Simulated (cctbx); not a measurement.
# Accept or mend?

Cell a = 7.8410 Å, b = 7.8570 Å, c = 7.9350 Å, α = 60.69°, β = 61.16°, γ = 60.33°; space group P-1 (no. 2).

Simulated single-crystal data (cctbx): Ag Kα, λ = 0.56087 Å, to d = 0.6 Å, 95 % of the full sphere, strongest reflection 40000 counts, noise from counting, a 2 % proportional error and a noise floor of 8 counts (s.d.); no absorption.

An anisotropic refinement with weights 1/σ² prints:

```text
Rint 0.017, 3398 unique reflections to 0.60 A
cycle     R1     wR2    GooF  max shift (A)
   1  0.0753  0.1772   5.220   0.02736
   2  0.0677  0.1608   4.735   0.00026
final R1 0.0677 wR2 0.1608 GooF 4.735  parameters 60  data/parameter 56.6
atom        x        y        z      Ueq    occ   su(xyz)  su(Uiso or U11)
Hg1    0.87550  0.88439  0.36496   0.0114  1.000  0.00008  0.0002
Lu1    0.50000  0.00000  0.00000   0.0116  1.000  0.00000  0.0003
Lu2    0.00000  0.50000  0.00000   0.0138  1.000  0.00000  0.0003
Lu3    0.50000  0.50000  0.50000   0.0135  1.000  0.00000  0.0003
Rh1    0.50000  0.50000  0.00000   0.0165  1.000  0.00000  0.0007
S1     0.73510  0.73008  0.77938   0.0233  1.000  0.00078  0.0019
S2     0.26479  0.73709  0.76765   0.0275  1.000  0.00089  0.0022
S3     0.25558  0.26602  0.75247   0.0295  1.000  0.00094  0.0020
difference map: max 49.86 min -2.81 rms 1.26
Q1    0.2783  0.7255  0.2341    2   50.62  2.58 A from Rh1
Q2    0.0000  0.5000  0.0000    1    8.38  0.00 A from Lu2
Q3    0.1155  0.1234  0.6389    2    8.33  0.07 A from Hg1
Q4    0.5000  0.0000  0.0000    1    7.67  0.00 A from Lu1
Q5    0.5000  0.5000  0.5000    1    6.84  0.00 A from Lu3
Q6    0.2476  0.2508  0.7604    2    4.89  0.14 A from S3
```

**Question.** Can this result stand? If not, what is the likely fault?

Mend it. The fault: an atom left out, S at (0.7212, 0.2737, 0.7673). Against the right model at the same level, R1 goes from 0.0140 to 0.0677 and GooF from 0.94 to 4.74 and the top difference peak, 50.6 e/Å³, lies 2.58 Å from Rh1. Q1 is the missing atom. With scattering power missing, scale and phases suffer, so peaks may also grow on the heavy atoms.

The compound is Lu3Hg2RhS8. The right model at the same level gives:

```text
Rint 0.017, 3398 unique reflections to 0.60 A
cycle     R1     wR2    GooF  max shift (A)
   1  0.0314  0.0743   2.192   0.00679
   2  0.0140  0.0320   0.945   0.00000
final R1 0.0140 wR2 0.0320 GooF 0.945  parameters 69  data/parameter 49.2
atom        x        y        z      Ueq    occ   su(xyz)  su(Uiso or U11)
Hg1    0.87561  0.88429  0.36491   0.0124  1.000  0.00002  0.0000
Lu1    0.50000  0.00000  0.00000   0.0124  1.000  0.00000  0.0001
Lu2    0.00000  0.50000  0.00000   0.0148  1.000  0.00000  0.0001
Lu3    0.50000  0.50000  0.50000   0.0143  1.000  0.00000  0.0001
Rh1    0.50000  0.50000  0.00000   0.0179  1.000  0.00000  0.0001
S1     0.72132  0.27380  0.76718   0.0312  1.000  0.00018  0.0004
S2     0.73480  0.73037  0.77941   0.0243  1.000  0.00015  0.0004
S3     0.26846  0.73514  0.76469   0.0283  1.000  0.00017  0.0004
S4     0.25405  0.26472  0.75309   0.0275  1.000  0.00017  0.0003
difference map: max 1.01 min -1.10 rms 0.28
Q1    0.1071  0.4168  0.4460    2    1.05  2.07 A from Hg1
Q2    0.1924  0.8316  0.5188    2    1.04  1.99 A from S3
Q3    0.4676  0.1350  0.2703    2    1.04  1.53 A from S2
Q4    0.0930  0.2151  0.3660    2    1.03  1.39 A from S2
Q5    0.0607  0.9167  0.7633    2    1.03  1.55 A from S3
Q6    0.3002  0.1444  0.9786    2    1.02  1.44 A from Lu1
```

The model was made for the exercise: a known structure type with other elements put in, its volume estimated, not relaxed; displacement parameters are assumed.

[Middle refinement cycles are left out of these outputs.]

[Logs are printed without paths, hosts, clocks, repeated set-up lines and the standing remarks that a program may print on its own settings, such as how far it seeks lower states.]
